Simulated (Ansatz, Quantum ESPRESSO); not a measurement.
## Pd (fcc): bulk modulus from a few volumes

How stiff is fcc Pd under hydrostatic load? Each row relaxes cell and atoms at a set pressure. The phase is followed to these pressures whether or not it stays the stable one.

Calculated with Ansatz 0.2.0, PBEsol, PAW files of the set soft_1, cutoff 600 eV, Fermi–Dirac smearing 0.05 eV, k-mesh 19×19×19, no spin polarisation, no spin-orbit coupling.

Reference cell, relaxed at zero pressure with PBEsol (Fm-3m): a = 2.7406 Å, b = 2.7406 Å, c = 2.7406 Å, α = 60.00°, β = 60.00°, γ = 60.00°.

```csv
atom,x,y,z
Pd,0.0000,0.0000,0.0000
```

| V (Å³/atom) | V/V0 | P (GPa) | E − E0 (meV/atom) |
| --- | --- | --- | --- |
| 14.2250 | 0.9773 | 4.994 | 5.0 |
| 13.9356 | 0.9574 | 10.003 | 18.5 |
| 13.6794 | 0.9398 | 15.001 | 38.4 |
| 13.4482 | 0.9239 | 20.018 | 63.6 |
| 13.0474 | 0.8964 | 30.013 | 125.8 |

V0 = 14.5560 Å³ an atom, where the residual pressure P0 is 0.000 GPa. **Question.** Fit the Birch–Murnaghan law and give the pressure and the energy at V = 14.8617 Å³ an atom, a row left out above.

With the Eulerian strain f = ½[(V0/V)^(2/3) − 1] and F = (P − P0)/[3f(1 + 2f)^(5/2)], the third-order law is the line F = B0 + (3/2) B0 (B′ − 4) f.

| f | F (GPa) |
| --- | --- |
| 0.03783 | 220.34 |
| 0.02709 | 215.83 |
| 0.02114 | 213.29 |
| 0.01473 | 210.49 |
| 0.00773 | 207.34 |

A straight line through the 5 rows: the means are 0.0217 for f and 213.46 for F, Σ(Δx)² = 0.0005333 and ΣΔxΔy = 0.23, so the slope is 0.23/0.0005333 = 431.37 and the intercept 213.46 − (431.37)(0.0217) = 204.1.

Hence B0 = 204.1 GPa and B′ = 4 + (431.4)/(1.5 × 204.1) = 5.41. For the withheld volume f = −0.00688, F = 201.13 GPa and P = −4.01 GPa, an extrapolation past the fitted rows. The run itself gives −4.00 GPa, so the estimate misses by 0.01 GPa, a rounding's worth.

Integrating the same law gives E − E0 = (9/2) B0 V0 f²[1 + (B′ − 4) f] + P0(V0 − V), with 1 GPa Å³ = 6.2415 meV: 3.9 meV an atom. The run itself gives 3.9 meV, so the estimate misses by 0.0 meV, a rounding's worth.

The same fit over all rows at other levels or in other programs gives B0 = 205 GPa with PBEsol (Quantum ESPRESSO, GBRV).

Measured volume: 14.750 Å³ an atom (doi:10.1016/0022-5088(81)90140-5), so V0 is −1.3 % off. A stiffness follows the volume as d ln B/d ln V = −B′, which moves B0 by about −7 % when it is taken at the measured volume.

The calculation is for a static lattice, while measurements hold thermal and zero-point motion.

[Logs are printed without paths, hosts, clocks, repeated set-up lines and the standing remarks that a program may print on its own settings, such as how far it seeks lower states.]
